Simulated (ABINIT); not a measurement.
# Ba2MgH6 (P-3m1): making up for missing bands, part 2 of 2

Wanted: gap and time of Ba2MgH6 (P-3m1) with truncated and completed band sums.

ABINIT 10.8.3; LDA and many-body steps on it, plane waves. Known limits of the many-body steps: short of the basis limit; no spin-orbit coupling; coarse k mesh.

So far. Step 3 (Screening, 3×3×2 mesh, 115 bands, screening to 122.5 eV): Local fields lower ε∞ by 10 %. On a Γ-centred mesh this coarse the value itself is usually too large, while a short band sum pulls it down. Step 4 (115 bands): The gap on the mesh goes from 2.61 eV to 4.20 eV, a correction of +1.60 eV.

### Step 6. 26 bands

This step: G0W0 on LDA, plane waves, norm-conserving pseudopotentials.

run.abi reads:

```
acell 3*1.0 Angstrom
rprim 
  5.717818886904 0.000000000024 0.000000000000
  -2.858909443473 4.951776410285 0.000000000000
  0.000000000000 0.000000000000 4.538310090000
ntypat 3
znucl 56 12 1
natom 9
typat 1 1 2 3 3 3 3 3 3
xred 
  0.666666666667 0.333333333333 0.267038260000
  0.333333333333 0.666666666667 0.732961740000
  0.000000000000 0.000000000000 0.000000000000
  0.829634400000 0.659268800000 0.775326710000
  0.829634400000 0.170365600000 0.775326710000
  0.340731200000 0.170365600000 0.775326710000
  0.170365600000 0.340731200000 0.224673290000
  0.170365600000 0.829634400000 0.224673290000
  0.659268800000 0.829634400000 0.224673290000
pp_dirpath "pseudos"
pseudos "Ba.upf, Mg.upf, H.upf"
ecut 38
ngkpt 3 3 2
nshiftk 1
shiftk 0 0 0
kptopt 1
chksymbreak 0
istwfk *1
occopt 1
irdwfk 1
optdriver 4
nband 26
gwcalctyp 0
ecutsigx 38
symsigma 1
nkptgw 2
kptgw 
  0.3333333333 0.0000000000 0.0000000000
  0.0000000000 0.0000000000 0.0000000000
bdgw 
  17 20
  17 21
ecuteps 4.5
irdscr 1
ppmodel 1
indata_prefix "in"
outdata_prefix "out"
tmpdata_prefix "tmp"
```

The run is started by

```sh
$ OMP_NUM_THREADS=1 mpirun -n 4 abinit run.abi > log
```

The program printed:

```text
.Version 10.8.3 of ABINIT. v10.8.2 released Aug 2026.

 Symmetries : space group P-3 m 1 (#164); Bravais hP (primitive hexag.)
[... echo of the input left out ...]
== DATASET  1 ==================================================================
-   mpi_nproc: 4, omp_nthreads: 1 (-1 if OMP is not activated)

--- !DatasetInfo
iteration_state: {dtset: 1, }
dimensions: {natom: 9, nkpt: 6, mband: 26, nsppol: 1, nspinor: 1, nspden: 1, mpw: 9726, }
cutoff_energies: {ecut:  38.0, pawecutdg:  -1.0, }
electrons: {nelect:   3.60000000E+01, charge:   0.00000000E+00, occopt:   1.00000000E+00, tsmear:   1.00000000E-02, }

 SIGMA: Calculation of the GW corrections

 Based on a program developped by R.W. Godby, V. Olevano, G. Onida, and L. Reining.
 Incorporated in ABINIT by V. Olevano, G.-M. Rignanese, and M. Torrent.
.Using double precision arithmetic ; gwpc =  8

[... cell and pseudopotentials left out ...]
--------------------------------------------------------------------------------

 ==== K-mesh for the wavefunctions ====
 Number of points in the irreducible wedge :     6
[... list of points left out ...]
 Together with 12 symmetry operations and time-reversal symmetry
 yields    18 points in the full Brillouin Zone.

 ==== Q-mesh for screening function ====
 Number of points in the irreducible wedge :     6
[... list of points left out ...]
 Together with 12 symmetry operations and time-reversal symmetry
 yields    18 points in the full Brillouin Zone.

 vcoul_init : cutoff-mode = AUXILIARY_FUNCTION
 q-points for optical limit:   1
     1)      0.000010    0.000020    0.000030
 setmesh: FFT mesh size selected  =    54x   54x   48
          total number of points  =       139968

 Number of electrons calculated from density =   36.0000; Expected =   36.0000
[...]
number of omega for Sigma on real axis              0
 max omega for Sigma on real axis  [eV]           0.00
 zcut for avoiding poles [eV]                     0.10

 EPSILON^-1 parameters (SCR file):
 dimension of the eps^-1 matrix on file            381
 dimension of the eps^-1 matrix used               381
 number of plane-waves for wavefunctions          9653
 number of bands                                    26
 number of q-points in IBZ                           6
 number of frequencies                               2
 number of real frequencies                          1
 number of imag frequencies                          1

 matrix elements of self-energy operator (all in [eV])

 Perturbative Calculation

--- !SelfEnergy_ee
iteration_state: {dtset: 1, }
kpoint     : [   0.333,    0.000,    0.000, ]
spin       : 1
KS_gap     :    3.236
QP_gap     :    5.809
Delta_QP_KS:    2.573
data: !SigmaeeData |
     Band     E0 <VxcDFT>   SigX SigC(E0)      Z dSigC/dE  Sig(E)    E-E0       E
       17   2.791 -10.749 -13.691   2.741   0.799  -0.251 -10.910  -0.161   2.630
       18   3.309 -10.983 -13.836   2.693   0.809  -0.236 -11.112  -0.129   3.180
       19   6.545  -9.314  -4.491  -1.930   0.845  -0.184  -6.870   2.444   8.989
[...]
--- !SelfEnergy_ee
iteration_state: {dtset: 1, }
kpoint     : [   0.000,    0.000,    0.000, ]
spin       : 1
KS_gap     :    2.729
QP_gap     :    5.081
Delta_QP_KS:    2.352
data: !SigmaeeData |
     Band     E0 <VxcDFT>   SigX SigC(E0)      Z dSigC/dE  Sig(E)    E-E0       E
[...]
20   7.049  -9.780  -4.575  -2.066   0.841  -0.189  -7.140   2.640   9.689
       21   7.049  -9.780  -4.575  -2.066   0.841  -0.189  -7.140   2.640   9.689

== END DATASET(S) ==============================================================
================================================================================

 -outvars: echo values of variables after computation  --------
           etotal      0.0000000000E+00
            nband          26
             nkpt           6
          spgroup         164
 [... the other variables as echoed above ...]

 Calculation completed.
```

Run time: 7.9 s. Hardware: 4 MPI ranks of Arm Neoverse V1, shared host; peak memory 0.85 GiB.

Numbers from this step:

```
G0W0 gap on the mesh                         : 4.98 eV
starting gap on the mesh                     : 2.607 eV
k of the valence top                         : 0.3333, 0, 0
k of the conduction bottom                   : 0, 0, 0
Z at the valence top                         : 0.809
Z at the conduction bottom                   : 0.848
least direct G0W0 gap on the computed points : 5.081 eV
```

Against G0W0 in ABINIT (3×3×2 mesh, 115 bands, screening to 122.5 eV, Godby-Needs plasmon pole), the gap moves by +0.777 eV.

### Step 7. Screening, 3×3×2 mesh, 26 bands, screening to 122.5 eV

This step: RPA screening on LDA, plane waves, norm-conserving pseudopotentials.

Changes to run.abi since step 6:

```diff
@@ -30,17 +30,10 @@
 irdwfk 1
-optdriver 4
+optdriver 3
 nband 26
-gwcalctyp 0
-ecutsigx 38
-symsigma 1
-nkptgw 2
-kptgw 
-  0.3333333333 0.0000000000 0.0000000000
-  0.0000000000 0.0000000000 0.0000000000
-bdgw 
-  17 20
-  17 21
 ecuteps 4.5
-irdscr 1
-ppmodel 1
+inclvkb 2
+awtr 1
+symchi 1
+gwcomp 1
+gwencomp 3
 indata_prefix "in"
```

The program printed:

```text
.Version 10.8.3 of ABINIT. v10.8.2 released Aug 2026.

 Symmetries : space group P-3 m 1 (#164); Bravais hP (primitive hexag.)
[... echo of the input left out ...]
== DATASET  1 ==================================================================
-   mpi_nproc: 4, omp_nthreads: 1 (-1 if OMP is not activated)

--- !DatasetInfo
iteration_state: {dtset: 1, }
dimensions: {natom: 9, nkpt: 6, mband: 26, nsppol: 1, nspinor: 1, nspden: 1, mpw: 9726, }
cutoff_energies: {ecut:  38.0, pawecutdg:  -1.0, }
[...]
--------------------------------------------------------------------------------
[... chi0 elements left out ...]
 For q-point:  0.000010 0.000020 0.000030
  dielectric constant =   5.7107
  dielectric constant without local fields =   6.1667

  Average fulfillment of the sum rule on Im[epsilon] for q-point    1 :    267.29  [%]
[... wings left out ...]
  q-point number  2        q = ( 0.333333, 0.000000, 0.000000) [r.l.u.]
--------------------------------------------------------------------------------
[... chi0 elements left out ...]
  Average fulfillment of the sum rule on Im[epsilon] for q-point    2 :    293.23  [%]

 [... 4 further q-points ...]
```

Elapsed: 22 s, on 4 MPI ranks; peak memory 1 GiB; 89 s of CPU time.

This step gave:

| Quantity | Value |
| --- | --- |
| ε∞ with local fields, on this mesh | 5.711 |
| ε∞ without local fields, on this mesh | 6.167 |
| plasma frequency | 19.65 eV |
| plane waves in the screening matrix | 381 |

### Step 8. 26 bands, completed

This step: G0W0 on LDA, plane waves, norm-conserving pseudopotentials.

Changes to run.abi since step 7:

```diff
@@ -30,8 +30,17 @@
 irdwfk 1
-optdriver 3
+optdriver 4
 nband 26
+gwcalctyp 0
+ecutsigx 38
+symsigma 1
+nkptgw 2
+kptgw 
+  0.3333333333 0.0000000000 0.0000000000
+  0.0000000000 0.0000000000 0.0000000000
+bdgw 
+  17 20
+  17 21
 ecuteps 4.5
-inclvkb 2
-awtr 1
-symchi 1
+irdscr 1
+ppmodel 1
 gwcomp 1
```

The program printed:

```text
.Version 10.8.3 of ABINIT. v10.8.2 released Aug 2026.

 Symmetries : space group P-3 m 1 (#164); Bravais hP (primitive hexag.)
[... echo of the input left out ...]
== DATASET  1 ==================================================================
-   mpi_nproc: 4, omp_nthreads: 1 (-1 if OMP is not activated)

--- !DatasetInfo
iteration_state: {dtset: 1, }
dimensions: {natom: 9, nkpt: 6, mband: 26, nsppol: 1, nspinor: 1, nspden: 1, mpw: 9726, }
cutoff_energies: {ecut:  38.0, pawecutdg:  -1.0, }
[...]
Band     E0 <VxcDFT>   SigX SigC(E0)      Z dSigC/dE  Sig(E)    E-E0       E
[...]
20   7.049  -9.780  -4.575  -2.668   0.852  -0.174  -7.618   2.161   9.211
       21   7.049  -9.780  -4.575  -2.668   0.852  -0.174  -7.618   2.161   9.211

== END DATASET(S) ==============================================================
================================================================================

 -outvars: echo values of variables after computation  --------
           etotal      0.0000000000E+00
            nband          26
             nkpt           6
          spgroup         164
 [... the other variables as echoed above ...]

 Calculation completed.
```

The job ended after 8.3 s (4 MPI ranks; peak memory 0.85 GiB).

This step gave:

| Quantity | Value |
| --- | --- |
| G0W0 gap on the mesh | 4.871 eV |
| starting gap on the mesh | 2.607 eV |
| k of the valence top | 0.3333, 0, 0 |
| k of the conduction bottom | 0, 0, 0 |
| least direct G0W0 gap on the computed points | 4.974 eV |

Against G0W0 in ABINIT (3×3×2 mesh, 115 bands, screening to 122.5 eV, Godby-Needs plasmon pole), the gap moves by +0.668 eV.

### Step 9. Screening, 3×3×2 mesh, 52 bands, screening to 122.5 eV

This step: RPA screening on LDA, plane waves, norm-conserving pseudopotentials.

Changes to run.abi since step 8:

```diff
@@ -30,19 +30,8 @@
 irdwfk 1
-optdriver 4
-nband 26
-gwcalctyp 0
-ecutsigx 38
-symsigma 1
-nkptgw 2
-kptgw 
-  0.3333333333 0.0000000000 0.0000000000
-  0.0000000000 0.0000000000 0.0000000000
-bdgw 
-  17 20
-  17 21
+optdriver 3
+nband 52
 ecuteps 4.5
-irdscr 1
-ppmodel 1
-gwcomp 1
-gwencomp 3
+inclvkb 2
+awtr 1
+symchi 1
 indata_prefix "in"
```

The program printed:

```text
.Version 10.8.3 of ABINIT. v10.8.2 released Aug 2026.

 Symmetries : space group P-3 m 1 (#164); Bravais hP (primitive hexag.)
[... echo of the input left out ...]
== DATASET  1 ==================================================================
-   mpi_nproc: 4, omp_nthreads: 1 (-1 if OMP is not activated)

--- !DatasetInfo
iteration_state: {dtset: 1, }
dimensions: {natom: 9, nkpt: 6, mband: 52, nsppol: 1, nspinor: 1, nspden: 1, mpw: 9726, }
cutoff_energies: {ecut:  38.0, pawecutdg:  -1.0, }
[...]
--------------------------------------------------------------------------------
[... chi0 elements left out ...]
 For q-point:  0.000010 0.000020 0.000030
  dielectric constant =   6.0858
  dielectric constant without local fields =   6.8143

  Average fulfillment of the sum rule on Im[epsilon] for q-point    1 :     42.10  [%]
[... wings left out ...]
  q-point number  2        q = ( 0.333333, 0.000000, 0.000000) [r.l.u.]
--------------------------------------------------------------------------------
[... chi0 elements left out ...]
  Average fulfillment of the sum rule on Im[epsilon] for q-point    2 :     58.27  [%]

 [... 4 further q-points ...]
```

It took 18 s on 4 MPI ranks; peak memory 1.2 GiB; 71 s of CPU time.

This step gave:

| Quantity | Value |
| --- | --- |
| ε∞ with local fields, on this mesh | 6.086 |
| ε∞ without local fields, on this mesh | 6.814 |
| plasma frequency | 19.65 eV |
| plane waves in the screening matrix | 381 |

### Step 10. 52 bands

This step: G0W0 on LDA, plane waves, norm-conserving pseudopotentials.

Changes to run.abi since step 9:

```diff
@@ -30,8 +30,17 @@
 irdwfk 1
-optdriver 3
+optdriver 4
 nband 52
+gwcalctyp 0
+ecutsigx 38
+symsigma 1
+nkptgw 2
+kptgw 
+  0.3333333333 0.0000000000 0.0000000000
+  0.0000000000 0.0000000000 0.0000000000
+bdgw 
+  17 20
+  17 21
 ecuteps 4.5
-inclvkb 2
-awtr 1
-symchi 1
+irdscr 1
+ppmodel 1
 indata_prefix "in"
```

The program printed:

```text
.Version 10.8.3 of ABINIT. v10.8.2 released Aug 2026.

 Symmetries : space group P-3 m 1 (#164); Bravais hP (primitive hexag.)
[... echo of the input left out ...]
== DATASET  1 ==================================================================
-   mpi_nproc: 4, omp_nthreads: 1 (-1 if OMP is not activated)

--- !DatasetInfo
iteration_state: {dtset: 1, }
dimensions: {natom: 9, nkpt: 6, mband: 52, nsppol: 1, nspinor: 1, nspden: 1, mpw: 9726, }
cutoff_energies: {ecut:  38.0, pawecutdg:  -1.0, }
[...]
Band     E0 <VxcDFT>   SigX SigC(E0)      Z dSigC/dE  Sig(E)    E-E0       E
[...]
20   7.049  -9.780  -4.575  -3.200   0.821  -0.217  -8.133   1.647   8.696
       21   7.049  -9.780  -4.575  -3.200   0.821  -0.217  -8.133   1.647   8.696

== END DATASET(S) ==============================================================
================================================================================

 -outvars: echo values of variables after computation  --------
           etotal      0.0000000000E+00
            nband          52
             nkpt           6
          spgroup         164
 [... the other variables as echoed above ...]

 Calculation completed.
```

Wall time 11 s (4 MPI ranks); peak memory 0.91 GiB.

This step gave:

```yaml
g0w0_gap_on_the_mesh: 4.183 eV
starting_gap_on_the_mesh: 2.607 eV
k_of_the_valence_top: 0.3333, 0, 0
k_of_the_conduction_bottom: 0, 0, 0
least_direct_g0w0_gap_on_the_computed_points: 4.295 eV
```

Against G0W0 in ABINIT (3×3×2 mesh, 115 bands, screening to 122.5 eV, Godby-Needs plasmon pole), the gap moves by −0.020 eV.

### Step 11. Screening, 3×3×2 mesh, 52 bands, screening to 122.5 eV

This step: RPA screening on LDA, plane waves, norm-conserving pseudopotentials.

Changes to run.abi since step 10:

```diff
@@ -30,17 +30,10 @@
 irdwfk 1
-optdriver 4
+optdriver 3
 nband 52
-gwcalctyp 0
-ecutsigx 38
-symsigma 1
-nkptgw 2
-kptgw 
-  0.3333333333 0.0000000000 0.0000000000
-  0.0000000000 0.0000000000 0.0000000000
-bdgw 
-  17 20
-  17 21
 ecuteps 4.5
-irdscr 1
-ppmodel 1
+inclvkb 2
+awtr 1
+symchi 1
+gwcomp 1
+gwencomp 1.5
 indata_prefix "in"
```

The program printed:

```text
.Version 10.8.3 of ABINIT. v10.8.2 released Aug 2026.

 Symmetries : space group P-3 m 1 (#164); Bravais hP (primitive hexag.)
[... echo of the input left out ...]
== DATASET  1 ==================================================================
-   mpi_nproc: 4, omp_nthreads: 1 (-1 if OMP is not activated)

--- !DatasetInfo
iteration_state: {dtset: 1, }
dimensions: {natom: 9, nkpt: 6, mband: 52, nsppol: 1, nspinor: 1, nspden: 1, mpw: 9726, }
cutoff_energies: {ecut:  38.0, pawecutdg:  -1.0, }
[...]
--------------------------------------------------------------------------------
[... chi0 elements left out ...]
 For q-point:  0.000010 0.000020 0.000030
  dielectric constant =   6.1355
  dielectric constant without local fields =   6.8143

  Average fulfillment of the sum rule on Im[epsilon] for q-point    1 :    122.11  [%]
[... wings left out ...]
  q-point number  2        q = ( 0.333333, 0.000000, 0.000000) [r.l.u.]
--------------------------------------------------------------------------------
[... chi0 elements left out ...]
  Average fulfillment of the sum rule on Im[epsilon] for q-point    2 :    117.67  [%]

 [... 4 further q-points ...]
```

Elapsed: 32 s, on 4 MPI ranks; peak memory 1.2 GiB.

Read from the output:

```yaml
eps_infinity_with_local_fields_on_this_mesh: 6.136
eps_infinity_without_local_fields_on_this_mesh: 6.814
plasma_frequency: 19.65 eV
plane_waves_in_the_screening_matrix: 381
```

### Step 12. 52 bands, completed

This step: G0W0 on LDA, plane waves, norm-conserving pseudopotentials.

Changes to run.abi since step 11:

```diff
@@ -30,8 +30,17 @@
 irdwfk 1
-optdriver 3
+optdriver 4
 nband 52
+gwcalctyp 0
+ecutsigx 38
+symsigma 1
+nkptgw 2
+kptgw 
+  0.3333333333 0.0000000000 0.0000000000
+  0.0000000000 0.0000000000 0.0000000000
+bdgw 
+  17 20
+  17 21
 ecuteps 4.5
-inclvkb 2
-awtr 1
-symchi 1
+irdscr 1
+ppmodel 1
 gwcomp 1
```

The program printed:

```text
.Version 10.8.3 of ABINIT. v10.8.2 released Aug 2026.

 Symmetries : space group P-3 m 1 (#164); Bravais hP (primitive hexag.)
[... echo of the input left out ...]
== DATASET  1 ==================================================================
-   mpi_nproc: 4, omp_nthreads: 1 (-1 if OMP is not activated)

--- !DatasetInfo
iteration_state: {dtset: 1, }
dimensions: {natom: 9, nkpt: 6, mband: 52, nsppol: 1, nspinor: 1, nspden: 1, mpw: 9726, }
cutoff_energies: {ecut:  38.0, pawecutdg:  -1.0, }
[...]
Band     E0 <VxcDFT>   SigX SigC(E0)      Z dSigC/dE  Sig(E)    E-E0       E
[...]
20   7.049  -9.780  -4.575  -4.002   0.822  -0.217  -8.792   0.988   8.037
       21   7.049  -9.780  -4.575  -4.002   0.822  -0.217  -8.792   0.988   8.037

== END DATASET(S) ==============================================================
================================================================================

 -outvars: echo values of variables after computation  --------
           etotal      0.0000000000E+00
            nband          52
             nkpt           6
          spgroup         164
 [... the other variables as echoed above ...]

 Calculation completed.
```

It took 12 s on 4 MPI ranks; peak memory 0.91 GiB; 47 s of CPU time.

Numbers from this step:

```
G0W0 gap on the mesh                         : 4.239 eV
starting gap on the mesh                     : 2.607 eV
k of the valence top                         : 0.3333, 0, 0
k of the conduction bottom                   : 0, 0, 0
least direct G0W0 gap on the computed points : 4.345 eV
```

Against G0W0 in ABINIT (3×3×2 mesh, 115 bands, screening to 122.5 eV, Godby-Needs plasmon pole), the gap moves by +0.036 eV.

### Step 13. Side by side

Times are wall times on 4 MPI ranks of Arm Neoverse V1, shared host, good to a factor of about two. A run's time includes the screening step that it read.

| run | mesh | bands | screening cutoff (eV) | DFT gap (eV) | gap on the mesh (eV) | direct (eV) | ε∞ used | time |
| --- | --- | --- | --- | --- | --- | --- | --- | --- |
| 115 bands | 3×3×2 | 115 | 122.5 | 2.607 | 4.203 | 4.307 | 6.12 | 63 s |
| 26 bands | 3×3×2 | 26 | 122.5 | 2.607 | 4.980 | 5.081 | 5.67 | 15 s |
| 26 bands, completed | 3×3×2 | 26 | 122.5 | 2.607 | 4.871 | 4.974 | 5.71 | 31 s |
| 52 bands | 3×3×2 | 52 | 122.5 | 2.607 | 4.183 | 4.295 | 6.09 | 29 s |
| 52 bands, completed | 3×3×2 | 52 | 122.5 | 2.607 | 4.239 | 4.345 | 6.14 | 43 s |

### Step 14. What came out

- 115 bands: 4.203 eV
- 26 bands: 4.980 eV
- 26 bands, completed: 4.871 eV
- 52 bands: 4.183 eV
- 52 bands, completed: 4.239 eV

**Reading.** 26 bands: +0.777 eV against 115 bands. 26 bands, completed: +0.668 eV against 115 bands. 52 bands: −0.020 eV against 115 bands. 52 bands, completed: +0.036 eV against 115 bands. The row with most bands is itself short of the limit, so it is no exact reference, and agreement of a truncated run with it can be a cancellation between the edges. The 3×3×2 mesh is coarse for this cell, which bears on the long-range parts of exchange and screening. The many-body steps are scalar-relativistic: spin-orbit coupling is not in them.

[Long decimals in the printed logs are rounded to 6 places.]

[Logs are printed without paths, hosts, clocks, repeated set-up lines and the standing remarks that a program may print on its own settings, such as how far it seeks lower states.]

[Paths, hosts, dates, memory and timing lines, banners, echoed tables and standing remarks are left out of the program output; an Ansatz launch command may be rebuilt from the run's recorded settings. Measured values are a selection of at most five: reports struck by readers or far from the other reports are left out. None is set beside runs whose start may be inverted or whose files or cutoffs have a known fault.]

[Runs of the session that timed out or met a known fault of the program may be left out.]

[Hosts, paths, dates, database ids (printed as entryN), source tags and the programs' standing remarks are cut or masked in the printed files.]

[G0W0 gaps are taken among the corrected bands and points alone; a level outside them can change the order at an edge.]

[Where Ansatz stands beside ABINIT at settings called matched, ABINIT's density can come from a denser mesh and the files from another edition; pairs whose starting gaps differed by over 0.03 eV were left out, so agreement reads better than it is.]
